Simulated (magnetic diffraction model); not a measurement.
# Magnetic neutron pattern of TmS₃N

Space group P6_3/mcm (no. 193), a = 8.1700 Å, c = 10.8760 Å.

```csv
site,atom,x,y,z
2b,Tm,0,0,1/2
4d,Tm,2/3,1/3,1/2
12k,S,0.3300,0.3300,0.6148
6g,S,0.6460,0.6460,3/4
6g,N,0.4289,0.4289,3/4
```

The compound is invented for this exercise: a known structure type with other elements, its cell scaled to their sizes and not relaxed.

Only Tm is taken to order (form factors of Tm3+); orders and moment sizes are assumed, and not adapted to the symmetry. Radiation: neutrons of λ = 2.0775 Å, 5° to 50°; isotropic B of 0.26 Å² (Tm), 0.41 Å² (S) and 0.66 Å² (N). Simulated constant-wavelength pattern: nuclear and magnetic terms add, the magnetic one as |2.695 fm × Σ f S⊥ exp(2πi Q·r) exp(−B s²)|², summed over all Q at one angle with the factor 1/(sin²θ cos θ). For collinear order S is the moment m, which repeats by lattice and centring translations R with the sign exp(−2πi k·R). Free-ion form factors, Sears's scattering lengths of 1992, no absorption; a label names one of the reflections at its angle. The strongest nuclear line in the range is 100, and lines under 0.2 are left out.

Assume the order k = (0 1/2 1/2), collinear moments along [120], 6.9 μB on Tm; signs + at (0, 0, 1/2), − at (0, 0, 0), + at (2/3, 1/3, 1/2), − at (2/3, 1/3, 0), + at (1/3, 2/3, 1/2), − at (1/3, 2/3, 0).

Predict the pattern, nuclear and magnetic parts apart.

```
2θ (°)         index  nuclear  magnetic
 10.05   (0 1/2 1/2)      0.0      69.2
 15.61  (1 -1/2 1/2)      0.0      23.9
 16.88       (1 0 0)     11.5       0.0
 18.53   (0 1/2 3/2)      0.0      53.4
 22.02       (0 0 2)      6.2       0.0
 22.09  (1 -1/2 3/2)      0.0      11.7
 23.07   (1 1/2 1/2)      0.0      39.6
 26.05   (0 3/2 1/2)      0.0       0.4
 27.88       (1 0 2)      9.1       0.0
 27.93   (1 1/2 3/2)      0.0      36.3
 28.93   (0 1/2 5/2)      0.0      24.5
 29.46       (1 1 0)      0.4       0.0
 30.46   (0 3/2 3/2)      0.0       1.8
 31.20  (2 -1/2 1/2)      0.0      42.3
 31.39  (1 -1/2 5/2)      0.0       5.6
 31.52       (1 1 1)     34.5       0.0
 34.15       (2 0 0)     22.5       0.0
 35.03  (2 -1/2 3/2)      0.0      33.6
 35.85   (1 1/2 5/2)      0.0      26.3
 37.09       (1 1 2)    100.0       0.0
 37.75   (1 3/2 1/2)      0.0       5.4
 37.91   (0 3/2 5/2)      0.0       2.0
 39.72   (2 1/2 1/2)      0.0       4.0
 40.03   (0 1/2 7/2)      0.0      12.8
 41.01       (2 0 2)     33.2       0.0
 41.05   (1 3/2 3/2)      0.0       7.6
 41.77  (2 -1/2 5/2)      0.0      23.4
 41.91  (1 -1/2 7/2)      0.0       3.0
 42.89   (2 1/2 3/2)      0.0       3.7
 44.92       (0 0 4)     15.9       0.0
 45.05       (1 1 3)      1.0       0.0
 45.21  (3 -3/2 1/2)      0.0       2.6
 45.49   (1 1/2 7/2)      0.0      17.4
 45.71       (2 1 0)      1.2       0.0
 46.41   (0 5/2 3/2)      0.0       1.3
 47.06   (1 3/2 5/2)      0.0       8.7
 47.16       (2 1 1)     11.0       0.0
 47.19   (0 3/2 7/2)      0.0       1.6
 48.09  (3 -3/2 3/2)      0.0       2.2
 48.32       (1 0 4)      3.4       0.0
 48.60  (3 -1/2 1/2)      0.0      15.3
 48.73   (2 1/2 5/2)      0.0       3.1
```

The strongest magnetic line in the range is (0 1/2 1/2) at 10.05° (69.2). On top of the Lorentz factor, which all lines share, magnetic lines fade with angle because f falls: for Tm3+ it is 0.97, 0.87, 0.75 and 0.49 at sin θ/λ = 0.1, 0.2, 0.3 and 0.5 Å⁻¹, while nuclear lengths stay constant. The order has no net moment.

[Logs are printed without paths, hosts, clocks, repeated set-up lines and the standing remarks that a program may print on its own settings, such as how far it seeks lower states.]
